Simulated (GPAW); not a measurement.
# Dielectric function and optical constants of TiSi2 (Zhiqinite)

Aim: the dielectric function of TiSi2 (Zhiqinite), and the optical constants that follow from it. The cell comes from an older database entry, whose edges can differ from later determinations, mostly by under a per cent.

Main program and level: GPAW 26.7.0; DFT, PBE, plane-wave PAW (GPAW data sets), scalar-relativistic, RPA, optical limit.

The database entry behind the starting cell is an old determination (1939), so it need not match the best structure at ambient conditions.

**1. The starting structure**

Symmetry: Fddd, No. 70, orthorhombic system. The conventional cell has a = 4.773 Å, b = 8.236 Å, c = 8.523 Å, α = 90.00°, β = 90.00°, γ = 90.00°. Ti has 10 Si at 2.54 to 2.75 Å nearest. Nearest to Si lie 5 Ti at 2.54 to 2.75 Å and 5 Si at 2.54 to 2.75 Å. Farther neighbours are not listed.

Structure file:

```cif
data_structure
_symmetry_space_group_name_H-M 'Fddd:1'
_symmetry_Int_Tables_number 70
_cell_length_a 4.7730
_cell_length_b 8.2360
_cell_length_c 8.5230
_cell_angle_alpha 90.000
_cell_angle_beta 90.000
_cell_angle_gamma 90.000
_cell_volume 335.04
loop_
_atom_site_label
_atom_site_type_symbol
_atom_site_symmetry_multiplicity
_atom_site_Wyckoff_symbol
_atom_site_fract_x
_atom_site_fract_y
_atom_site_fract_z
_atom_site_occupancy
Ti1 Ti 8 b 0.50000 0.00000 0.00000 1
Si1 Si 16 f 0.50000 0.33300 0.00000 1
```

**2. Ground state**

The self-consistent density comes first; it also tells whether there is a gap, which decides the occupations and the need for a Drude term.

This step: DFT, PBE, plane-wave PAW (GPAW data sets), scalar-relativistic, ground state (GPAW 26.7.0).

The input, gs.py:

```python
from ase import Atoms
from ase.dft.bandgap import bandgap
from gpaw import GPAW, PW, FermiDirac

atoms = Atoms(['Ti', 'Ti', 'Si', 'Si', 'Si', 'Si'],
              cell=[[0.000000000000, 4.118000000000, 4.261500000000],
                    [2.386500000000, 0.000000000000, 4.261500000000],
                    [2.386500000000, 4.118000000000, 0.000000000000]],
              scaled_positions=[[0.500000000000, 0.500000000000, 0.500000000000],
                                [0.750000000000, 0.750000000000, 0.750000000000],
                                [0.833000000000, 0.167000000000, 0.833000000000],
                                [0.167000000000, 0.833000000000, 0.167000000000],
                                [0.417000000000, 0.083000000000, 0.417000000000],
                                [0.083000000000, 0.417000000000, 0.083000000000]],
              pbc=[True, True, True])
atoms.calc = GPAW(mode=PW(450), xc='PBE', kpts={'size': (6, 6, 6), 'gamma': True},
                  occupations=FermiDirac(0.05), maxiter=150, txt='gs.txt')
print('energy (eV)', atoms.get_potential_energy())
print('Fermi level (eV)', atoms.calc.get_fermi_level())
print('valence electrons', atoms.calc.get_number_of_electrons())
print('gap (eV)', bandgap(atoms.calc, output=None)[0])
print('direct gap (eV)', bandgap(atoms.calc, direct=True, output=None)[0])
atoms.calc.write('gs.gpw')
```

The run is started by

```bash
> OMP_NUM_THREADS=1 python gs.py
```

Numbers of over 12 decimals in the logs are rounded to 6 here.

What it wrote:

```text
__  _  _
 | _ |_)|_||  |
 |__||  | ||/\| - 26.7.0

Versions:
  Python: 3.12.14
  ASE:    3.29.0
  Numpy:  2.5.5
  Scipy:  1.18.1
  Libxc:  7.0.0

Input parameters:
  mode=PW(ecut=450.000000),
  kpts=MonkhorstPack(size=(6, 6, 6), gamma=True),
  maxiter=150,
  occupations=Occupations(name='fermi-dirac', width=0.05, fixmagmom=False),
  xc=XC(name='PBE')

Diagonalizing LCAO Hamiltonian
Converting LCAO to pw mode

                Ti

              Si

            Ti
           Si

         Si
       Si

Atoms  # Å, Bohr magnetons
|   | symbol |        x |        y |        z |    initial magnetic moments |
| 0 |     Ti | 2.386500 | 4.118000 | 4.261500 | ( 0.0000,  0.0000,  0.0000) |
| 1 |     Ti | 3.579750 | 6.177000 | 6.392250 | ( 0.0000,  0.0000,  0.0000) |
| 2 |     Si | 2.386500 | 6.860588 | 4.261500 | ( 0.0000,  0.0000,  0.0000) |
| 3 |     Si | 2.386500 | 1.375412 | 4.261500 | ( 0.0000,  0.0000,  0.0000) |
| 4 |     Si | 1.193250 | 3.434412 | 2.130750 | ( 0.0000,  0.0000,  0.0000) |
| 5 |     Si | 1.193250 | 0.683588 | 2.130750 | ( 0.0000,  0.0000,  0.0000) |

Unit cell  # Å
| periodic |        x |        y |        z |  lengths |    angles |
|      yes | 0.000000 | 4.118000 | 4.261500 | 5.926070 | 75.818355 |
|      yes | 2.386500 | 0.000000 | 4.261500 | 4.884236 | 53.042013 |
|      yes | 2.386500 | 4.118000 | 0.000000 | 4.759549 | 51.139632 |

Number of symmetries: 4
Symmetry operations  # r_c * U_cc + t_c -> r_c
|   | kind |            matrix            |
| 0 |  E   |  1, 0, 0,  0, 1, 0,  0, 0, 1 |
| 1 |  C2  |  0, 1,-1,  1, 0,-1,  0, 0,-1 |
| 2 |  C2  |  0,-1, 1,  0,-1, 0,  1,-1, 0 |
| 3 |  C2  | -1, 0, 0, -1, 0, 1, -1, 1, 0 |

BZ-sampling:
  Number of BZ points: 216
  Number of IBZ points: 46

  Monkhorst-Pack size: [6, 6, 6]
  Monkhorst-Pack shift: [0.083333, 0.083333, 0.083333]

K-points  # in reciprocal-cell coordinates
|     |                                coordinates |     weight |
|   0 | (  0.00000000,   0.00000000,   0.00000000) | 0.00462963 |
|   1 | (  0.00000000,   0.16666667,   0.16666667) | 0.00925926 |
|   2 | (  0.00000000,   0.33333333,   0.33333333) | 0.00925926 |
|   3 | (  0.00000000,   0.50000000,   0.50000000) | 0.00462963 |
|   4 | (  0.16666667,  -0.33333333,   0.50000000) | 0.00925926 |
|   5 | (  0.16666667,   0.00000000,   0.16666667) | 0.00925926 |
|   6 | (  0.16666667,   0.16666667,   0.00000000) | 0.00925926 |
|   7 | (  0.16666667,   0.16666667,   0.16666667) | 0.03703704 |
|   8 | (  0.16666667,   0.16666667,   0.33333333) | 0.01851852 |
|   9 | (  0.16666667,   0.33333333,   0.16666667) | 0.01851852 |
| ... |                                            |            |
|  45 | (  0.50000000,   0.50000000,   0.50000000) | 0.01851852 |

Plane wave coefficients: 1831
Cutoff: 450.000000 eV

Spin-components: 1 (collinear spins)
Bands:           28
Projectors:      32
Spin-degeneracy: 2
Datatype:        complex128

Parallelization:
  kpt:    1
  domain: 1
  band:   1

Density:
  Valence electrons: 40.0
  Components: 1
  Grid points: [30 30 30]
  Charge: 0.0  # |e|

Potential:
  Grid points: [30 30 30]

species:
  Ti:
    name:    Titanium
    id:
    Z:       22.0
    valence: 12
    core:    10
    charge:  0.0  # [|e|]
    compensation charges:
      type: gauss
      rc: 0.38  # [Å]
      lmax: 2
    cutoffs:
      filter: 2.23  # [Å]
      core: 1.02  # [Å]
    projectors
    | kind |    occ | energy [eV] | rcut [Å] |
    |   3s |  2.000 |     -62.623 |    1.270 |
    |   4s |  2.000 |      -4.466 |    1.270 |
    |   3p |  6.000 |     -38.862 |    1.058 |
    |   4p |  0.000 |      -1.466 |    1.058 |
    |   3d |  2.000 |      -4.258 |    1.058 |
    |    d |        |      22.953 |    1.058 |

    Using partial waves for Ti as LCAO basis

  Si:
    name:    Silicon
    id:
    Z:       14.0
    valence: 4
    core:    10
    charge:  0.0  # [|e|]
    compensation charges:
      type: gauss
      rc: 0.33  # [Å]
      lmax: 2
    cutoffs:
      filter: 1.86  # [Å]
      core: 2.06  # [Å]
    projectors
    | kind |    occ | energy [eV] | rcut [Å] |
    |   3s |  2.000 |     -10.812 |    1.058 |
    |   3p |  2.000 |      -4.081 |    1.058 |
    |    s |        |      16.399 |    1.058 |
    |    p |        |      23.130 |    1.058 |
    |    d |        |       0.000 |    1.058 |

    Using partial waves for Si as LCAO basis

Reference energy: -77993.405564  # eV

eigensolver:
  PPCG
  Converge bands: occupied
  niter=2

density mixing:
  MSR1-Mixer
  Pratt-step length: 0.05
  Maximum mixing coefficient: 0.75
  Old densities: 10
  SVD Regularization: 0.005
  Good broyden scale: 1.0
  Trust region scale: 1.0
  Backstep threshold: 4.0
  History deletion threshold: 6.0
  Fourier metric: weight=20.0, sigma=0.015

occupation numbers:
  Fermi-Dirac:
    width: 0.0500  # eV

poisson solver:
  ecut: 3600.000000  # eV

xc functional:
  name: PBE with 2 nearest neighbor stencil

convergence criteria:
- Maximum [total energy] change in last 3 cyles: 0.0005 eV / valence electron
- Maximum integral of absolute [dens]ity change: 0.0001 electrons / valence electron
- Maximum integral of absolute [eigenst]ate change: 4e-08 eV^2 / valence electron
maximum number of iterations: 150

SCF iterations
|iter     |      energy | eigst |  dens |
|iter:   1||  -38.404423 | +0.39 |       |
|iter:   2||  -38.413827 | -1.67 | -1.20 |
|iter:   3||  -39.798087 | -0.23 | -1.23 |
|iter:   4||  -38.257549 | -0.16 | -1.09 |
|iter:   5||  -38.183078 | -1.50 | -1.50 |
|iter:   6||  -38.194942 | -2.22 | -2.13 |
|iter:   7||  -38.185367c| -2.78 | -2.14 |
|iter:   8||  -38.184084c| -3.20 | -2.57 |
|iter:   9||  -38.184111c| -4.63 | -3.31 |
|iter:  10||  -38.184100c| -5.64 | -3.67 |
|iter:  11||  -38.184099c| -6.69 | -4.38c|
|iter:  12||  -38.184099c| -7.67c| -4.92c|

Converged in 12 steps
SCF loop duration: 94.981 s (7.915 s/step)
Energy contributions relative to reference atoms: (reference = -77993.405564)

Energy contributions:
  Kinetic:          42.454751
  Coulomb:         -33.954998
  Zero:             -0.154133
  External:          0.000000
  Xc:              -46.522473
  Entropy:          -0.014493
  Spinorbit:         0.000000
  ----------------------------
  Free energy:     -38.191346
  Extrapolated:    -38.184099

dipole moment: (-5.085643, -8.775478, -9.081277)  # |e|*Ang

Fermi level: 9.861
Eigenvalues  # (at kpt = [0.000, 0.000, 0.000])
| band index |      eig [eV] | occ [0-2] |
|          0 |       -46.448 |     2.000 |
|        ... |               |           |
|         13 |         5.934 |     2.000 |
|         14 |         5.997 |     2.000 |
|         15 |         7.150 |     2.000 |
|         16 |         7.538 |     2.000 |
|         17 |         7.833 |     2.000 |
|         18 |         8.064 |     2.000 |
|         19 |         8.282 |     2.000 |
|         20 |         8.859 |     2.000 |
|         21 |        11.820 |     0.000 |
|         22 |        12.996 |     0.000 |
|         23 |        13.091 |     0.000 |
|         24 |        13.176 |     0.000 |
|         25 |        13.221 |     0.000 |
|         26 |        13.478 |     0.000 |
|         27 |        13.522 |     0.000 |

No gap
No difference between direct/indirect transitions

--- standard output ---
energy (eV) -38.184099
Fermi level (eV) 9.860552
valence electrons 40.0
gap (eV) 0.0
direct gap (eV) 0.0
```

Elapsed: 1.7 min, on 1 thread of Arm Neoverse V1, shared host; peak memory 0.23 GiB.

Read-outs, printed or worked out from the files:

| Quantity | Value |
| --- | --- |
| energy | -38.18 eV |
| Fermi energy | 9.861 eV |
| electrons | 40 |

There are states at the Fermi level within the smearing, so the occupations stay smeared and the carriers get a Drude term.

**3. Bands for the response**

At the fixed density, many empty bands are solved on the mesh of the response, since the spectrum sums over them.

This step: DFT, PBE, plane-wave PAW (GPAW data sets), scalar-relativistic, bands at fixed density (GPAW 26.7.0).

The input, nscf.py:

```python
from ase.dft.bandgap import bandgap
from gpaw import GPAW, FermiDirac

calc = GPAW('gs.gpw').fixed_density(kpts={'size': (10, 10, 10), 'gamma': True}, nbands=55, convergence={'bands': 49},
                                    occupations=FermiDirac(0.05), txt='nscf.txt')
print('gap (eV)', bandgap(calc, output=None)[0])
print('direct gap (eV)', bandgap(calc, direct=True, output=None)[0])
print('top band over the Fermi level (eV)', min(calc.get_eigenvalues(kpt=k)[48] for k in range(len(calc.get_ibz_k_points()))) - calc.get_fermi_level())
calc.write('full.gpw', mode='all')
```

The run is started by

```bash
> OMP_NUM_THREADS=1 python nscf.py
```

What it wrote:

```text
Diagonalizing LCAO Hamiltonian
Converting LCAO to pw mode
convergence criteria:
- Maximum integral of absolute [eigenst]ate change: 4e-08 eV^2 / valence electron
maximum number of iterations: 150

SCF iterations
|iter     |      energy | eigst |  dens |
|iter:   1||             | +2.27 |       |
|iter:   2||             | +1.55 |       |
|iter:   3||             | +0.55 |       |
|iter:   4||             | -0.39 |       |
|iter:   5||             | -1.28 |       |
|iter:   6||             | -2.15 |       |
|iter:   7||             | -2.95 |       |
|iter:   8||             | -3.83 |       |
|iter:   9||             | -4.63 |       |
|iter:  10||             | -5.52 |       |
|iter:  11||             | -6.31 |       |
|iter:  12||             | -7.06 |       |
|iter:  13||             | -7.67c|       |
SCF steps: 13
  __  _  _
 | _ |_)|_||  |
 |__||  | ||/\| - 26.7.0

Versions:
  Python: 3.12.14
  ASE:    3.29.0
  Numpy:  2.5.5
  Scipy:  1.18.1
  Libxc:  7.0.0

Input parameters:
  mode=PW(ecut=450.000000),
  convergence={'bands': 49},
  gpts=array([30, 30, 30]),
  kpts=MonkhorstPack(size=(10, 10, 10), gamma=True),
  maxiter=150,
  nbands=55,
  occupations=Occupations(name='fermi-dirac', width=0.05, fixmagmom=False),
  parallel={},
  xc=XC(name='PBE')

--- standard output ---
gap (eV) 0.0
direct gap (eV) 0.0
top band over the Fermi level (eV) 15.498418
```

The job ended after 12 min (1 thread; peak memory 0.56 GiB).

**4. Dielectric function, RPA**

Transitions between filled and empty bands, summed over the zone, give the optical response, so mesh, band count and broadening shape it.

The induced potential is part of this response.

This step: DFT, PBE, plane-wave PAW (GPAW data sets), scalar-relativistic, RPA, optical limit (GPAW 26.7.0).

The input, df.py:

```python
from gpaw.response.df import DielectricFunction

df = DielectricFunction('full.gpw', frequencies={'type': 'nonlinear', 'domega0': 0.03, 'omega2': 8},
                        ecut=80,
                        eta=0.1,
                        nbands=49,
                        rate=0.05,
                        txt='df.txt')
for direction in ['x', 'y', 'z']:
    df.get_dielectric_function(xc='RPA', direction=direction, filename=f'df_{direction}.csv')
```

The run is started by

```bash
> OMP_NUM_THREADS=1 python df.py
```

What it wrote:

```text
Using integrator: PointIntegrator
NonLinearFrequencyDescriptor(from 0.000 to 74.322 eV, 512 points)
Nonperiodic BCs:  [False False False]
Using integrator: PointIntegrator
NonLinearFrequencyDescriptor(from 0.000 to 74.322 eV, 512 points)
Nonperiodic BCs:  [False False False]
Using integrator: PointIntegrator

Calculating chi0 body with:
    Ground state adapter containing:
    Number of spins: 1
    Number of kpoints: 1000
    Number of irreducible kpoints: 171
    Number of completely occupied states: 17
    Number of partially occupied states: 22

    Linear response parametrization:
    q_c: [0.0, 0.0, 0.0]
    Number of frequency points: 512
    Planewave cutoff: 80.0
    Number of bands: 49
    Number of planewaves: 135
    Broadening (eta): 0.1

Integrating chi0 body.

Symmetries of q_c:
    Direct symmetries (Uq -> q): 4
    Indirect symmetries (TUq -> q): 4
In total 8 allowed symmetries.

171 groups of equivalent kpoints. 82.900000% reduction.

Integral kind: spectral function

Calculating chi0 optical extensions with:
    Ground state adapter containing:
    Number of spins: 1
    Number of kpoints: 1000
    Number of irreducible kpoints: 171
    Number of completely occupied states: 17
    Number of partially occupied states: 22

    Linear response parametrization:
    Number of frequency points: 512
    Planewave cutoff: 80.0
    Number of bands: 49
    Number of planewaves: 135
    Broadening (eta): 0.1
Integrating chi0 head and wings.

Symmetries of q_c:
    Direct symmetries (Uq -> q): 4
    Indirect symmetries (TUq -> q): 4
In total 8 allowed symmetries.

171 groups of equivalent kpoints. 82.900000% reduction.

Integral kind: spectral function wings

Calculating drude chi0 with:
    Number of frequency points:512
    Plasma frequency decay rate: 0.05 eV

    Ground state adapter containing:
    Number of spins: 1
    Number of kpoints: 1000
    Number of irreducible kpoints: 171
    Number of completely occupied states: 17
    Number of partially occupied states: 22

Symmetries of q_c:
    Direct symmetries (Uq -> q): 4
    Indirect symmetries (TUq -> q): 4
In total 8 allowed symmetries.

171 groups of equivalent kpoints. 82.900000% reduction.

Integral kind: intraband
Plasma frequency:
[[4.63+0.j 0.  -0.j 0.  -0.j]
 [0.  -0.j 5.01+0.j 0.  +0.j]
 [0.  -0.j 0.  +0.j 3.58+0.j]]
```

Run time: 2.9 min. Hardware: 1 thread; peak memory 0.72 GiB.

[end of part 1 of 2]

[Machine, clock and banner lines and Python warnings are left out of the logs.]

[Logs are printed without paths, hosts, clocks, repeated set-up lines and the standing remarks that a program may print on its own settings, such as how far it seeks lower states.]

[Hosts, paths, dates, database ids (printed as entryN), source tags and the programs' standing remarks are cut or masked in the printed files.]
